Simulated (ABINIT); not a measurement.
# Quasiparticle gap of CsCaBr3 (Pm-3m) in ABINIT

How does a plane-wave GW calculation on CsCaBr3 (Pm-3m) run from the first input to the gap?

Program: ABINIT 10.8.3. Level of theory: LDA and many-body steps on it, plane waves. Values are calculated unless marked as measured.

This is a report of a sequence of runs, with the program logs left out and the cost of each run kept.

### Step 1. The system as given

It takes space group Pm-3m (No. 221, cubic). The conventional cell has a = 5.709 Å, b = 5.709 Å, c = 5.709 Å, α = 90.00°, β = 90.00°, γ = 90.00°. Nearest to Cs lie 12 Br at 4.04 Å. Nearest to Ca lie 6 Br at 2.85 Å. Br has 2 Ca at 2.85 Å and 4 Cs at 4.04 Å nearest. Farther neighbours, and contacts between anions beyond the nearest, are not listed.

As a file:

```cif
data_structure
_symmetry_space_group_name_H-M 'Pm-3m'
_symmetry_Int_Tables_number 221
_cell_length_a 5.7087
_cell_length_b 5.7087
_cell_length_c 5.7087
_cell_angle_alpha 90.000
_cell_angle_beta 90.000
_cell_angle_gamma 90.000
_cell_volume 186.04
loop_
_atom_site_label
_atom_site_type_symbol
_atom_site_symmetry_multiplicity
_atom_site_Wyckoff_symbol
_atom_site_fract_x
_atom_site_fract_y
_atom_site_fract_z
_atom_site_occupancy
Cs1 Cs 1 a 0.00000 0.00000 0.00000 1
Ca1 Ca 1 b 0.50000 0.50000 0.50000 1
Br1 Br 3 c 0.50000 0.00000 0.50000 1
```

The cell and positions are those that the Materials Project relaxed with its own functionals (PBE, PBE+U or r2SCAN), kept fixed.

### Step 2. Ground state

This step: ABINIT 10.8.3; DFT, LDA, plane waves, norm-conserving pseudopotentials.

The ground-state density comes first.

Input file run.abi:

```
acell 3*1.0 Angstrom
rprim 
  5.708665730000 0.000000000000 0.000000000000
  0.000000000000 5.708665730000 0.000000000000
  0.000000000000 0.000000000000 5.708665730000
ntypat 3
znucl 55 20 35
natom 5
typat 1 2 3 3 3
xred 
  0.000000000000 0.000000000000 0.000000000000
  0.500000000000 0.500000000000 0.500000000000
  0.500000000000 0.000000000000 0.500000000000
  0.000000000000 0.500000000000 0.500000000000
  0.500000000000 0.500000000000 0.000000000000
pp_dirpath "pseudos"
pseudos "Cs.upf, Ca.upf, Br.upf"
ecut 30
ngkpt 4 4 4
nshiftk 1
shiftk 0 0 0
kptopt 1
chksymbreak 0
nband 26
occopt 1
tolvrs 1e-10
nstep 60
prtwf 0
optforces 0
optstress 0
indata_prefix "in"
outdata_prefix "out"
tmpdata_prefix "tmp"
```

The run is started by

```console
$ OMP_NUM_THREADS=1 mpirun -n 4 abinit run.abi > log
```

The job ended after 46 s (4 MPI ranks of Arm Neoverse V1, shared host; peak memory 0.41 GiB; 3.1 min of CPU time).

Numbers from this step:

| Quantity | Value |
| --- | --- |
| total energy | -2988.4948 eV |
| gap | 4.079 eV |
| k of the valence top | 0.5, 0.5, 0.5 |
| k of the conduction bottom | 0, 0, 0 |
| least direct gap | 4.333 eV |

The gap is indirect, with the least direct gap 0.25 eV higher.

### Step 3. Empty states on the mesh, 2×2×2 mesh, 270 bands

The sums over transitions need many empty states on a uniform mesh; this step solves for them.

run.abi: that of step 2 with these lines changed.

```diff
@@ -18,3 +18,3 @@
 ecut 30
-ngkpt 4 4 4
+ngkpt 2 2 2
 nshiftk 1
@@ -23,9 +23,10 @@
 chksymbreak 0
-nband 26
-occopt 1
-tolvrs 1e-10
+iscf -2
+irdden 1
+istwfk *1
+nband 270
+nbdbuf 24
+tolwfr 1e-09
 nstep 60
-prtwf 0
-optforces 0
-optstress 0
+prtvol 0
 indata_prefix "in"
```

It took 3.4 min on 4 MPI ranks; peak memory 0.46 GiB.

This step gave:

```
gap                                                           : 4.079 eV
k of the valence top                                          : 0.5, 0.5, 0.5
k of the conduction bottom                                    : 0, 0, 0
least direct gap                                              : 4.333 eV
k points computed                                             : 4
lowest point of the top converged band, above the valence top : 59.8065 eV
```

On this mesh the gap is 4.079 eV.

### Step 4. Screening, 2×2×2 mesh, 246 bands, screening to 130.6 eV

The RPA dielectric matrix is built and inverted for each q.

This step: RPA screening on LDA, plane waves, norm-conserving pseudopotentials.

run.abi: that of step 3 with these lines changed.

```diff
@@ -23,10 +23,11 @@
 chksymbreak 0
-iscf -2
-irdden 1
 istwfk *1
-nband 270
-nbdbuf 24
-tolwfr 1e-09
-nstep 60
-prtvol 0
+occopt 1
+irdwfk 1
+optdriver 3
+nband 246
+ecuteps 4.8
+inclvkb 2
+awtr 1
+symchi 1
 indata_prefix "in"
```

Run time: 83 s. Hardware: 4 MPI ranks; peak memory 2.2 GiB; 5.5 min of CPU time.

Numbers from this step:

| Quantity | Value |
| --- | --- |
| ε∞ with local fields, on this mesh | 3.203 |
| ε∞ without local fields, on this mesh | 3.781 |
| plasma frequency | 17.22 eV |
| plane waves in the screening matrix | 619 |

Local fields lower ε∞ by 15 %. On a Γ-centred mesh this coarse the value itself is usually too large, while a short band sum pulls it down.

### Step 5. Self-energy, 2×2×2 mesh, 246 bands, screening to 130.6 eV

The self-energy is evaluated for the states that the input lists, and the quasiparticle equation is solved.

This step: G0W0 on LDA, plane waves, norm-conserving pseudopotentials.

run.abi: that of step 4 with these lines changed.

```diff
@@ -26,8 +26,17 @@
 irdwfk 1
-optdriver 3
+optdriver 4
 nband 246
+gwcalctyp 0
+ecutsigx 30
+symsigma 1
+nkptgw 2
+kptgw 
+  0.5000000000 0.5000000000 0.5000000000
+  0.0000000000 0.0000000000 0.0000000000
+bdgw 
+  18 23
+  18 24
 ecuteps 4.8
-inclvkb 2
-awtr 1
-symchi 1
+irdscr 1
+ppmodel 1
 indata_prefix "in"
```

Run time: 63 s. Hardware: 4 MPI ranks; peak memory 2.1 GiB.

This step gave:

- G0W0 gap on the mesh: 6.324 eV
- starting gap on the mesh: 4.079 eV
- k of the valence top: 0.5, 0.5, 0.5
- k of the conduction bottom: 0, 0, 0
- Z at the valence top: 0.802
- Z at the conduction bottom: 0.85
- least direct G0W0 gap on the computed points: 6.578 eV

The gap on the mesh goes from 4.08 eV to 6.32 eV, a correction of +2.25 eV.

Limits: finite bands, cutoff and mesh; no spin-orbit coupling; coarse k mesh. v1 is the top filled band, c1 the lowest empty one. The levels before and after the correction (eV, zero at the valence-band top of each column):

|  | conduction bottom | valence top |
| --- | --- | --- |
| Kohn-Sham | 4.08 | 0.00 |
| G0W0 | 6.32 | 0.00 |

|  | level | energy (eV) |
| --- | --- | --- |
| Kohn-Sham | (0.5 0.5 0.5) v3-v1 | 0.000 |
| Kohn-Sham | (0.5 0.5 0.5) c1-c3 | 5.719 |
| Kohn-Sham | Γ v3-v1 | -0.254 |
| Kohn-Sham | Γ c1 | 4.079 |
| Kohn-Sham | Γ c2-c4 | 4.514 |
| G0W0 | (0.5 0.5 0.5) v3-v1 | 0.000 |
| G0W0 | (0.5 0.5 0.5) c1-c3 | 8.054 |
| G0W0 | Γ v3-v1 | -0.254 |
| G0W0 | Γ c1 | 6.324 |
| G0W0 | Γ c2-c4 | 7.590 |

### Step 6. Where the time went

Times are wall times on 4 MPI ranks of Arm Neoverse V1, shared host, good to a factor of about two.

| step | time | share | memory (GiB) |
| --- | --- | --- | --- |
| ground state | 46 s | 12 % | 0.41 |
| empty states on the mesh | 3.4 min | 52 % | 0.46 |
| screening | 83 s | 21 % | 2.2 |
| self-energy | 63 s | 16 % | 2.1 |

### Step 7. Results

```
LDA gap              : 4.08 eV, indirect
G0W0 gap on the mesh : 6.32 eV
GW settings          : 2×2×2 mesh, 246 bands, screening to 130.6 eV, Godby-Needs plasmon pole
known limits         : short of the basis limit; no spin-orbit coupling; coarse k mesh
```

G0W0 moves the gap on the mesh from 4.08 eV to 6.32 eV (+2.25 eV), with Z of 0.80 and 0.85 at the edges. Local fields lower the RPA ε∞ on this mesh from 3.78 to 3.20; a Γ-centred mesh this coarse tends to raise both, most where the direct gap is narrow, while a short band sum lowers them. The dearest step here is «empty states on the mesh». Bands and cutoff are finite, so the gap stands short of the basis limit, usually by up to a few tenths of an eV; the mesh is an error of its own. The 2×2×2 mesh is coarse for this cell, which bears on the long-range parts of exchange and screening. This is the ideal cubic cell; many perovskites, halides above all, are cubic only on average, and local tilts or off-centring can widen the gap. The many-body steps are scalar-relativistic: spin-orbit coupling is not in them.

[Long decimals in the printed logs are rounded to 6 places.]

[Logs are printed without paths, hosts, clocks, repeated set-up lines and the standing remarks that a program may print on its own settings, such as how far it seeks lower states.]

[Paths, hosts, dates, memory and timing lines, banners, echoed tables and standing remarks are left out of the program output; an Ansatz launch command may be rebuilt from the run's recorded settings. Measured values are a selection of at most five: reports struck by readers or far from the other reports are left out. None is set beside runs whose start may be inverted or whose files or cutoffs have a known fault.]

[Runs of the session that timed out or met a known fault of the program may be left out.]

[Hosts, paths, dates, database ids (printed as entryN), source tags and the programs' standing remarks are cut or masked in the printed files.]

[G0W0 gaps are taken among the corrected bands and points alone; a level outside them can change the order at an edge.]

[Where Ansatz stands beside ABINIT at settings called matched, ABINIT's density can come from a denser mesh and the files from another edition; pairs whose starting gaps differed by over 0.03 eV were left out, so agreement reads better than it is.]
